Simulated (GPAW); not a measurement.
## Zr2NOS MXene monolayer in an electric field

Aim: the dipole that a field along the normal induces in Zr2NOS MXene monolayer.

Program: GPAW 26.7.0. Level of theory: GPAW, PAW setups; layer in a repeated cell with vacuum, relaxation of atoms and in-plane cell, in the first sound run; inputs show where later runs differ. Results are calculated unless marked as measured.

## 1. Set-up

The cell holds 5 atoms: 1 S, 2 Zr, 1 N and 1 O. Cell: a = 3.217 Å, b = 3.217 Å, c = 19.637 Å, α = 90.0°, β = 90.0°, γ = 120.0°. Vacuum lies along c.

## 2. Relaxation

Forces are removed first; all later runs use this geometry.

File run.py:

```python
import json
import numpy as np
from ase import Atoms
from ase.filters import FrechetCellFilter
from ase.optimize import BFGS
from gpaw import GPAW, PW

slab = Atoms(
    ['S', 'Zr', 'N', 'Zr', 'O'],
    positions=[
        [-0.00000, 1.85762, 7.00000],
        [1.60875, 0.92881, 8.85468],
        [0.00000, 0.00000, 10.12422],
        [-0.00000, 1.85762, 11.39376],
        [1.60875, 0.92881, 12.63653]],
    cell=[[3.2175, 0.0, 0.0], [-1.60875, 2.78644, 0.0], [0.0, 0.0, 19.6365]],
    pbc=[True, True, True])

slab.calc = GPAW(mode=PW(600), xc='PBE', kpts={'size': (12, 12, 1), 'gamma': True},
                 occupations={'name': 'fermi-dirac', 'width': 0.05}, nbands='160%',
                 convergence={'density': 1e-05}, maxiter=200,
                 symmetry={'tolerance': 1e-3}, txt='slab.txt')
result = {}
# The in-plane cell is free; stress needs a cell that repeats along all three vectors
path = []
opt = BFGS(FrechetCellFilter(slab, mask=[1, 1, 0, 0, 0, 1]), maxstep=0.2)
opt.attach(lambda: path.append((slab.get_potential_energy(), slab.positions.tolist(), slab.get_forces().tolist())))
result['relaxed'] = bool(opt.run(fmax=0.02, steps=45))
result['path'] = path
result['cell'] = slab.cell.tolist()
print('in-plane lattice', slab.cell.cellpar().round(4)[[0, 1, 5]])
energy = slab.get_potential_energy()
fermi = slab.calc.get_fermi_level()
v = slab.calc.get_electrostatic_potential().mean((0, 1)) - fermi
n = slab.calc.get_pseudo_density().mean((0, 1))
L = slab.cell[2, 2]
z = np.arange(len(v)) * L / len(v)
low, high = slab.positions[:, 2].min(), slab.positions[:, 2].max()
below, above = np.interp([low - 4.8, high + 4.8], z, v)
slopes = [np.interp(x, z, np.gradient(v, z)) for x in (low - 4.8, high + 4.8)]
eps = np.array([[slab.calc.get_eigenvalues(k, s) for k in range(len(slab.calc.get_ibz_k_points()))]
                for s in range(slab.calc.get_number_of_spins())]) - fermi
top, bottom = eps[eps < 0].max(), eps[eps > 0].min()
dipole = slab.get_dipole_moment()[2]
print(f'energy {energy:.4f} eV, Fermi level {fermi:.4f} eV, dipole {dipole:.5f} e A')
print(f'potential 4.8 A off the faces, from the Fermi level: lower {below:.4f} eV, upper {above:.4f} eV')
print(f'slope of the potential there: lower {slopes[0]:.5f}, upper {slopes[1]:.5f} eV/A')
print(f'nearest levels on the mesh: {top:.4f} and {bottom:.4f} eV')
print('magnetic moment', round(slab.get_magnetic_moment(), 3))
result.update(energy=energy, fermi=fermi, dipole=dipole, below=below, above=above, slopes=slopes, edges=[top, bottom],
              z=z.tolist(), v=v.tolist(), n=n.tolist(), positions=slab.positions.tolist(),
              forces=slab.get_forces(apply_constraint=False).tolist(), moments=slab.get_magnetic_moments().tolist())
json.dump(result, open('result.json', 'w'))
```

Run with:

```
$ OMP_NUM_THREADS=1 OPENBLAS_NUM_THREADS=1 python run.py
```

The program printed:

```text
Step          Energy          fmax
BFGS:    0      -41.618122        4.375157
BFGS:    1      -42.086640        2.081107
BFGS:    2      -42.351683        1.030923
BFGS:    3      -42.382917        0.626691
BFGS:    4      -42.476160        0.577903
BFGS:    5      -42.509715        0.477133
BFGS:    6      -42.540667        0.476109
BFGS:    7      -42.554686        0.317113
BFGS:    8      -42.561625        0.155804
BFGS:    9      -42.562850        0.132167
BFGS:   10      -42.562457        0.070113
BFGS:   11      -42.561927        0.024206
BFGS:   12      -42.561944        0.017416
in-plane lattice [  3.3045   3.3045 120.    ]
energy -42.5533 eV, Fermi level 0.5807 eV, dipole 0.09022 e A
potential 4.8 A off the faces, from the Fermi level: lower 5.3299 eV, upper 4.9071 eV
slope of the potential there: lower 0.08777, upper 0.08841 eV/A
nearest levels on the mesh: -0.0045 and 0.0355 eV
magnetic moment 0.0
```

The job ended after 7.7 min (1 thread of AMD EPYC 9B14 (Zen 4), shared host; peak memory 0.61 GiB).

This step gave:

```
dipole along the normal                    : 0.09022 e·Å
levels nearest the Fermi level on the mesh : -0.004461, 0.03553 eV from the Fermi level
```

The electrostatic potential energy of an electron (without an applied field's), less the Fermi level, planar mean oscillates, so the rows of the table below give means over windows of 0.5 Å about each position, cut where the curve ends. Its maxima inside the range that stand out by 2 % of the span (Å: eV): 7.89: -5.26, 9.73: -5.88, 10.61: -7.08. Its minima: 7.19: -16.8, 8.77: -21.8, 10.17: -11.9, 11.48: -22.5.

Table of electrostatic potential energy of an electron (without an applied field's), less the Fermi level, planar mean by z; means over each step:

| z (Å) | electrostatic potential energy of an electron (without an applied field's), less the Fermi level, planar mean (eV) |
| --- | --- |
| 0.0 | 5.13 |
| 0.5 | 5.17 |
| 1.0 | 5.21 |
| 1.5 | 5.25 |
| 2.0 | 5.30 |
| 2.5 | 5.34 |
| 3.0 | 5.38 |
| 3.5 | 5.43 |
| 4.0 | 5.47 |
| 4.5 | 5.51 |
| 5.0 | 5.51 |
| 5.5 | 5.36 |
| 6.0 | 4.40 |
| 6.5 | -0.171 |
| 7.0 | -12.7 |
| 7.5 | -10.7 |
| 8.0 | -6.70 |
| 8.5 | -16.8 |
| 9.0 | -18.6 |
| 9.5 | -8.12 |
| 10.0 | -9.33 |
| 10.5 | -8.41 |
| 11.0 | -13.5 |
| 11.5 | -21.3 |
| 12.0 | -14.7 |
| 12.5 | -9.60 |
| 13.0 | 0.915 |
| 13.5 | 3.97 |
| 14.0 | 4.51 |
| 14.5 | 4.65 |
| 15.0 | 4.71 |
| 15.5 | 4.76 |
| 16.0 | 4.80 |
| 16.5 | 4.84 |
| 17.0 | 4.89 |
| 17.5 | 4.93 |
| 18.0 | 4.98 |
| 18.5 | 5.02 |
| 19.0 | 5.07 |
| 19.5 | 5.10 |

The pseudo valence density, planar mean oscillates, so the rows of the table below give means over windows of 0.5 Å about each position, cut where the curve ends. Its maxima inside the range that stand out by 2 % of the span (Å: e/Å³): 7.54: 0.469, 8.77: 1.13, 10.17: 0.633, 11.57: 1.14, 12.27: 0.872. Its minima: 7.89: 0.423, 9.47: 0.458, 10.69: 0.493, 12.10: 0.818.

The pseudo valence density, planar mean by z; means over each step:

| z (Å) | pseudo valence density, planar mean (e/Å³) |
| --- | --- |
| 3.5 | 2.5e-5 |
| 4.0 | 1.2e-4 |
| 4.5 | 5.8e-4 |
| 5.0 | 0.00286 |
| 5.5 | 0.0149 |
| 6.0 | 0.0728 |
| 6.5 | 0.249 |
| 7.0 | 0.383 |
| 7.5 | 0.445 |
| 8.0 | 0.450 |
| 8.5 | 0.829 |
| 9.0 | 0.915 |
| 9.5 | 0.504 |
| 10.0 | 0.589 |
| 10.5 | 0.563 |
| 11.0 | 0.662 |
| 11.5 | 1.07 |
| 12.0 | 0.854 |
| 12.5 | 0.747 |
| 13.0 | 0.262 |
| 13.5 | 0.0452 |
| 14.0 | 0.00748 |
| 14.5 | 0.00132 |
| 15.0 | 2.4e-4 |
| 15.5 | 4.5e-5 |

The relaxation lowered the energy of the cell by 0.945 eV (energies extrapolated to zero smearing; the optimiser's log prints free energies). The largest force left on a free atom is 0.017 eV/Å.

## 3. The slab's potential

The work function is the vacuum plateau of the electrostatic potential less the Fermi level; a dipole layer lets the two faces have plateaus of their own.

This step: GPAW, PAW setups; slab in vacuum (GPAW 26.7.0).

The cell differs from the one that the last finished run ended in (c 19.637 → 19.233 Å).

run.py, as its differences from that of step 2:

```diff
@@ -3,4 +3,2 @@
 from ase import Atoms
-from ase.filters import FrechetCellFilter
-from ase.optimize import BFGS
 from gpaw import GPAW, PW
@@ -10,23 +8,16 @@
     positions=[
-        [-0.00000, 1.85762, 7.00000],
-        [1.60875, 0.92881, 8.85468],
-        [0.00000, 0.00000, 10.12422],
-        [-0.00000, 1.85762, 11.39376],
-        [1.60875, 0.92881, 12.63653]],
-    cell=[[3.2175, 0.0, 0.0], [-1.60875, 2.78644, 0.0], [0.0, 0.0, 19.6365]],
-    pbc=[True, True, True])
+        [-0.00000, 1.90784, 7.00000],
+        [1.65224, 0.95392, 8.61829],
+        [-0.00000, 0.00000, 9.99100],
+        [-0.00000, 1.90784, 11.29277],
+        [1.65224, 0.95392, 12.23348]],
+    cell=[[3.30448, -0.0, 0.0], [-1.65224, 2.86177, 0.0], [0.0, 0.0, 19.2335]],
+    pbc=[True, True, False])
 
-slab.calc = GPAW(mode=PW(600), xc='PBE', kpts={'size': (12, 12, 1), 'gamma': True},
+slab.calc = GPAW(mode=PW(500), xc='PBE', kpts={'size': (12, 12, 1), 'gamma': True},
                  occupations={'name': 'fermi-dirac', 'width': 0.05}, nbands='160%',
                  convergence={'density': 1e-05}, maxiter=200,
+                 poissonsolver={'dipolelayer': 'xy'},
                  symmetry={'tolerance': 1e-3}, txt='slab.txt')
 result = {}
-# The in-plane cell is free; stress needs a cell that repeats along all three vectors
-path = []
-opt = BFGS(FrechetCellFilter(slab, mask=[1, 1, 0, 0, 0, 1]), maxstep=0.2)
-opt.attach(lambda: path.append((slab.get_potential_energy(), slab.positions.tolist(), slab.get_forces().tolist())))
-result['relaxed'] = bool(opt.run(fmax=0.02, steps=45))
-result['path'] = path
-result['cell'] = slab.cell.tolist()
-print('in-plane lattice', slab.cell.cellpar().round(4)[[0, 1, 5]])
 energy = slab.get_potential_energy()
```

The program printed:

```text
energy -41.7592 eV, Fermi level 0.7151 eV, dipole 0.05991 e A
potential 4.8 A off the faces, from the Fermi level: lower 5.6724 eV, upper 4.5274 eV
slope of the potential there: lower 0.00029, upper 0.00031 eV/A
nearest levels on the mesh: -0.0037 and 0.0351 eV
magnetic moment 0.0
```

Elapsed: 42 s, on 1 thread; peak memory 0.26 GiB.

This step gave:

```yaml
dipole_along_the_normal: 0.05991 e·Å
levels_nearest_the_fermi_level_on_the_mesh: -0.003670, 0.03507 eV from the Fermi level
upper_work_function: 4.527 eV
lower_work_function: 5.672 eV
```

The electrostatic potential energy of an electron (without an applied field's), less the Fermi level, planar mean oscillates, so the rows of the table below give means over windows of 1 Å about each position, cut where the curve ends. Its maxima inside the range that stand out by 2 % of the span (Å: eV): 1.5: 5.67, 7.7: -5.23, 9.5: -5.84, 10.4: -7.16. Its minima: 7.0: -16.8, 8.7: -21.8, 10.0: -11.9, 11.3: -22.4.

Electrostatic potential energy of an electron (without an applied field's), less the Fermi level, planar mean against z; means over each step:

| z (Å) | electrostatic potential energy of an electron (without an applied field's), less the Fermi level, planar mean (eV) |
| --- | --- |
| 0 | 5.46 |
| 1 | 5.67 |
| 2 | 5.67 |
| 3 | 5.67 |
| 4 | 5.67 |
| 5 | 5.56 |
| 6 | 2.83 |
| 7 | -11.5 |
| 8 | -10.6 |
| 9 | -14.5 |
| 10 | -8.77 |
| 11 | -16.5 |
| 12 | -13.4 |
| 13 | 1.77 |
| 14 | 4.44 |
| 15 | 4.52 |
| 16 | 4.53 |
| 17 | 4.53 |
| 18 | 4.53 |
| 19 | 4.62 |

The pseudo valence density, planar mean by z:

z (Å), pseudo valence density, planar mean (e/Å³) and a bar:
```
     0.00       0.00 
     0.58       0.00 
     0.96       0.00 
     1.54       0.00 
     2.12       0.00 
     2.50       0.00 
     3.08       0.00 
     3.65       0.00 
     4.04       0.00 
     4.62       0.00 
     5.19       0.01 
     5.58       0.03 #
     6.15       0.17 ####
     6.73       0.40 ##########
     7.12       0.41 ###########
     7.69       0.43 ###########
     8.27       0.75 ###################
     8.66       1.13 #############################
     9.23       0.48 ############
     9.81       0.61 ################
    10.39       0.54 ##############
    10.77       0.56 ##############
    11.35       1.16 ##############################
    11.92       0.82 #####################
    12.31       0.82 #####################
    12.89       0.18 #####
    13.46       0.02 #
    13.85       0.01 
    14.43       0.00 
    15.00       0.00 
    15.39       0.00 
    15.96       0.00 
    16.54       0.00 
    16.93       0.00 
    17.50       0.00 
    18.08       0.00 
    18.46       0.00 
    19.04       0.00
```

Force by atom:

| atom | x (eV/Å) | y (eV/Å) | z (eV/Å) | size |
| --- | --- | --- | --- | --- |
| S1 | 0.0000 | 0.0000 | 0.0131 | 0.0131 |
| Zr2 | 0.0000 | 0.0000 | -0.0238 | 0.0238 |
| N3 | 0.0000 | 0.0000 | -0.0109 | 0.0109 |
| Zr4 | 0.0000 | 0.0000 | -0.0107 | 0.0107 |
| O5 | 0.0000 | 0.0000 | 0.0899 | 0.0899 |

The potential is flat to 3.1e-4 eV/Å where it is read, so the vacuum is wide enough.

## 4. Field on

A uniform field along the normal polarises the slab; the atoms stay fixed, so this is the electronic response alone.

run.py, as its differences from that of step 3:

```diff
@@ -4,2 +4,3 @@
 from gpaw import GPAW, PW
+from gpaw.external import ConstantElectricField
 
@@ -20,2 +21,3 @@
                  poissonsolver={'dipolelayer': 'xy'},
+                 external=ConstantElectricField(-0.2, [0, 0, 1]),
                  symmetry={'tolerance': 1e-3}, txt='slab.txt')
```

The program printed:

```text
energy -41.7542 eV, Fermi level 0.7417 eV, dipole -0.00968 e A
potential 4.8 A off the faces, from the Fermi level: lower 4.9672 eV, upper 5.1513 eV
slope of the potential there: lower 0.00030, upper 0.00031 eV/A
nearest levels on the mesh: -0.0040 and 0.0353 eV
magnetic moment 0.0
```

Run time: 2 min. Hardware: 1 thread; peak memory 0.54 GiB.

This step gave:

```
dipole along the normal                                         : -0.009682 e·Å
levels nearest the Fermi level on the mesh                      : -0.004006, 0.03534 eV from the Fermi level
potential below the slab, the applied field's own ramp left out : 4.967 eV from the Fermi level
potential above the slab, the applied field's own ramp left out : 5.151 eV from the Fermi level
```

The electrostatic potential energy of an electron (without an applied field's), less the Fermi level, planar mean oscillates, so the rows of the table below give means over windows of 1 Å about each position, cut where the curve ends. Its maxima inside the range that stand out by 2 % of the span (Å: eV): 7.7: -5.60, 9.5: -5.86, 10.4: -7.01. Its minima: 7.0: -17.3, 8.7: -21.9, 10.0: -11.9, 11.3: -22.1.

Electrostatic potential energy of an electron (without an applied field's), less the Fermi level, planar mean against z; means over each step:

| z (Å) | electrostatic potential energy of an electron (without an applied field's), less the Fermi level, planar mean (eV) |
| --- | --- |
| 0 | 5.00 |
| 1 | 4.97 |
| 2 | 4.97 |
| 3 | 4.97 |
| 4 | 4.96 |
| 5 | 4.86 |
| 6 | 2.18 |
| 7 | -12.0 |
| 8 | -10.9 |
| 9 | -14.6 |
| 10 | -8.69 |
| 11 | -16.2 |
| 12 | -12.9 |
| 13 | 2.35 |
| 14 | 5.05 |
| 15 | 5.15 |
| 16 | 5.15 |
| 17 | 5.15 |
| 18 | 5.15 |
| 19 | 5.14 |

Force by atom:

| atom | x (eV/Å) | y (eV/Å) | z (eV/Å) | size |
| --- | --- | --- | --- | --- |
| S1 | 0.000 | 0.000 | 0.031 | 0.031 |
| Zr2 | 0.000 | 0.000 | -0.045 | 0.045 |
| N3 | 0.000 | 0.000 | 0.010 | 0.010 |
| Zr4 | 0.000 | 0.000 | -0.116 | 0.116 |
| O5 | 0.000 | 0.000 | 0.178 | 0.178 |

The dipole is now -0.00968 e Å, against 0.060 in the run without a field.

## 5. In a field

run.py, as its differences from that of step 4:

```diff
@@ -21,3 +21,3 @@
                  poissonsolver={'dipolelayer': 'xy'},
-                 external=ConstantElectricField(-0.2, [0, 0, 1]),
+                 external=ConstantElectricField(-0.1, [0, 0, 1]),
                  symmetry={'tolerance': 1e-3}, txt='slab.txt')
```

The program printed:

```text
energy -41.7550 eV, Fermi level 0.7287 eV, dipole 0.02508 e A
potential 4.8 A off the faces, from the Fermi level: lower 5.3196 eV, upper 4.8386 eV
slope of the potential there: lower 0.00030, upper 0.00031 eV/A
nearest levels on the mesh: -0.0038 and 0.0352 eV
magnetic moment 0.0
```

The job ended after 2.3 min (1 thread; peak memory 0.54 GiB).

This step gave:

```yaml
dipole_along_the_normal: 0.02508 e·Å
levels_nearest_the_fermi_level_on_the_mesh: -0.003807, 0.03517 eV from the Fermi level
potential_below_the_slab_the_applied_field_s_own_ramp_left_out: 5.320 eV from the Fermi level
potential_above_the_slab_the_applied_field_s_own_ramp_left_out: 4.839 eV from the Fermi level
```

The electrostatic potential energy of an electron (without an applied field's), less the Fermi level, planar mean oscillates, so the rows of the table below give means over windows of 0.5 Å about each position, cut where the curve ends. Its maxima inside the range that stand out by 2 % of the span (Å: eV): 7.69: -5.42, 9.52: -5.85, 10.39: -7.09. Its minima: 7.02: -17.1, 8.66: -21.9, 10.00: -11.9, 11.25: -22.3.

The electrostatic potential energy of an electron (without an applied field's), less the Fermi level, planar mean by z; means over each step:

z (Å), electrostatic potential energy of an electron (without an applied field's), less the Fermi level, planar mean (eV) and a bar from the least value:
```
      0.0        5.2 ##############################
      0.5        5.3 ##############################
      1.0        5.3 ##############################
      1.5        5.3 ##############################
      2.0        5.3 ##############################
      2.5        5.3 ##############################
      3.0        5.3 ##############################
      3.5        5.3 ##############################
      4.0        5.3 ##############################
      4.5        5.3 ##############################
      5.0        5.2 ##############################
      5.5        4.9 ##############################
      6.0        3.2 ###########################
      6.5       -4.2 ###################
      7.0      -15.0 ######
      7.5       -7.8 ##############
      8.0       -9.4 #############
      8.5      -19.9 
      9.0      -14.9 ######
      9.5       -6.9 ################
     10.0      -10.3 ###########
     10.5       -8.3 ##############
     11.0      -17.4 ###
     11.5      -19.6 
     12.0      -13.1 ########
     12.5       -5.3 #################
     13.0        2.8 ###########################
     13.5        4.5 #############################
     14.0        4.8 #############################
     14.5        4.8 #############################
     15.0        4.8 #############################
     15.5        4.8 #############################
     16.0        4.8 #############################
     16.5        4.8 #############################
     17.0        4.8 #############################
     17.5        4.8 #############################
     18.0        4.8 #############################
     18.5        4.8 #############################
     19.0        4.9 ##############################
```

Force by atom:

| atom | x (eV/Å) | y (eV/Å) | z (eV/Å) | size |
| --- | --- | --- | --- | --- |
| S1 | 0.000 | 0.000 | 0.022 | 0.022 |
| Zr2 | 0.000 | 0.000 | -0.034 | 0.034 |
| N3 | 0.000 | 0.000 | 0.000 | 0.000 |
| Zr4 | 0.000 | 0.000 | -0.064 | 0.064 |
| O5 | 0.000 | 0.000 | 0.133 | 0.133 |

The dipole is now 0.0251 e Å, against 0.060 in the run without a field.

[end of part 1 of 2]

[Logs are printed without paths, hosts, clocks, repeated set-up lines and the standing remarks that a program may print on its own settings, such as how far it seeks lower states.]

[Hosts, paths, dates, database ids (printed as entryN), source tags and the programs' standing remarks are cut or masked in the printed files.]
